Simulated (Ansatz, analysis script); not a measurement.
## MnSi: how near to magnetism: the collinear state

Ansatz 0.2.0; Ansatz DFT, two collinear spin channels, from typed moments; PBE, PAW default.

A collinear run comes first: it shows whether moments survive, and how large they are.

The database entry behind the starting cell differs from later determinations by our own check (0.1 to 0.3 % short, probably kX units), so it need not match the best structure at ambient conditions.

Input file input.yaml:

```yaml
crystal:
  lattice:
    - [4.548, 0.0, 0.0]
    - [0.0, 4.548, 0.0]
    - [0.0, 0.0, 4.548]
  atoms:
    - { symbol: Mn, position: [0.138, 0.138, 0.138], spin: 3.5 }
    - { symbol: Mn, position: [0.362, 0.862, 0.638], spin: 3.5 }
    - { symbol: Mn, position: [0.638, 0.362, 0.862], spin: 3.5 }
    - { symbol: Mn, position: [0.862, 0.638, 0.362], spin: 3.5 }
    - { symbol: Si, position: [0.846, 0.846, 0.846] }
    - { symbol: Si, position: [0.654, 0.154, 0.346] }
    - { symbol: Si, position: [0.346, 0.654, 0.154] }
    - { symbol: Si, position: [0.154, 0.346, 0.654] }
magnetization:
  spin_polarized: true
kpoints:
  mp_grid: { grid: [8, 8, 8] }
hamiltonian:
  xc: pbe
scf:
  occupations: { method: fermi_dirac, width: 0.05 }
  max_iter: 120
  convergence: { dr2_threshold: 1.0e-08 }
output:
  write_density: true
  write_potential: true
  elf: true
  volumetric_format: npy
```

Launch:

```bash
$ ansatz run input.yaml --threads 1 --pin off --max-ram 2048MiB --backend cpu --events-out ev --progress --plain --runs-dir out
```

Before running it: what should come out for the spin moment in the atom's sphere?

The site moments add up to 3.85 μB, near the cell's 3.95 μB; the rest lies between the atoms. Symmetry leaves 2 kinds of site among the 8 atoms, and equivalent atoms carry values of equal size.

Valence density in the ac plane at fractional y = 0.138, with atoms of Mn and Si within 0.2 Å of it. It is the smooth field of the valence electrons, not physical close to the nuclei.

ELF in the ac plane at fractional y = 0.138, with atoms of Mn and Si within 0.2 Å of it.

Spin moment in the atom's sphere by atom:

```csv
atom,spin moment in the atom's sphere (μB)
Mn1,1.00
Mn2,1.00
Mn3,1.00
Mn4,1.00
Si5,-0.04
Si6,-0.04
Si7,-0.04
Si8,-0.04
```

Tables count atoms from 1; parts of the log count from 0.

Spin density in the ac plane at fractional y = 0.138, with atoms of Mn and Si within 0.2 Å of it.

Ten even steps from '_' (0.0 e/Å³) to '@' (1.8 e/Å³), each cell a mean:
```
____________________________
____________________________
____________________________
____________________________
____________________________
____________________________
____________________________
____________________________
____________________________
__....______________________
..====..____________________
::##@@==..__________________
..==%%==..__________________
__..::..____________________
```
Columns run along a (4.5 Å), rows up along c (4.5 Å). Atoms in or near the plane, at fractional coordinates: Mn at (0.14, 0.14), Si at (0.65, 0.35).

Ten steps, logarithmic in the rise over the least value, from '_' (0 e/Å³) to '@' (23 e/Å³), each cell a mean:
```
..::::::....__..............
............................
............................
............................
......................______
........................____
__......................____
............................
................______......
::====--::......____........
++##%%**--................::
**@@@@%%==................::
**%%@@##==................::
==****++::..__..............
```
Columns run along a (4.5 Å), rows up along c (4.5 Å). Atoms in or near the plane, at fractional coordinates: Mn at (0.14, 0.14), Si at (0.65, 0.35).

Values, 14 rows by 14 columns, each cell a mean:
```
0.21 0.18 0.20 0.19 0.22 0.29 0.28 0.21 0.18 0.20 0.26 0.41 0.48 0.38
0.39 0.34 0.34 0.37 0.39 0.36 0.28 0.20 0.17 0.19 0.25 0.40 0.50 0.49
0.52 0.55 0.57 0.57 0.51 0.41 0.32 0.24 0.19 0.21 0.28 0.38 0.45 0.49
0.49 0.58 0.64 0.62 0.52 0.40 0.36 0.34 0.29 0.29 0.31 0.33 0.34 0.38
0.40 0.54 0.64 0.64 0.51 0.37 0.36 0.42 0.45 0.43 0.38 0.29 0.24 0.27
0.36 0.54 0.67 0.65 0.51 0.37 0.41 0.54 0.63 0.61 0.51 0.33 0.22 0.22
0.37 0.54 0.66 0.64 0.52 0.43 0.53 0.64 0.65 0.57 0.49 0.41 0.31 0.27
0.35 0.42 0.50 0.53 0.49 0.51 0.62 0.61 0.41 0.30 0.29 0.43 0.46 0.37
0.25 0.20 0.21 0.26 0.35 0.53 0.66 0.51 0.27 0.34 0.25 0.47 0.60 0.44
0.23 0.30 0.32 0.22 0.20 0.43 0.66 0.55 0.28 0.29 0.30 0.58 0.62 0.36
0.39 0.62 0.68 0.47 0.23 0.30 0.62 0.66 0.45 0.35 0.46 0.65 0.52 0.26
0.53 0.81 0.87 0.68 0.33 0.22 0.52 0.66 0.65 0.61 0.63 0.60 0.37 0.21
0.46 0.74 0.81 0.62 0.29 0.19 0.41 0.52 0.53 0.52 0.52 0.49 0.31 0.18
0.26 0.45 0.53 0.38 0.19 0.21 0.33 0.34 0.31 0.31 0.35 0.43 0.38 0.21
```
Columns run along a (4.5 Å), rows up along c (4.5 Å). Atoms in or near the plane, at fractional coordinates: Mn at (0.14, 0.14), Si at (0.65, 0.35).

[Logs and program files are shortened in this print: banners, set-up blocks, solver, clock and traceback lines can be left out without a mark of their own.]

[Logs are printed without paths, hosts, clocks, repeated set-up lines and the standing remarks that a program may print on its own settings, such as how far it seeks lower states.]

[Hosts, paths, dates, database ids (printed as entryN), source tags and the programs' standing remarks are cut or masked in the printed files.]
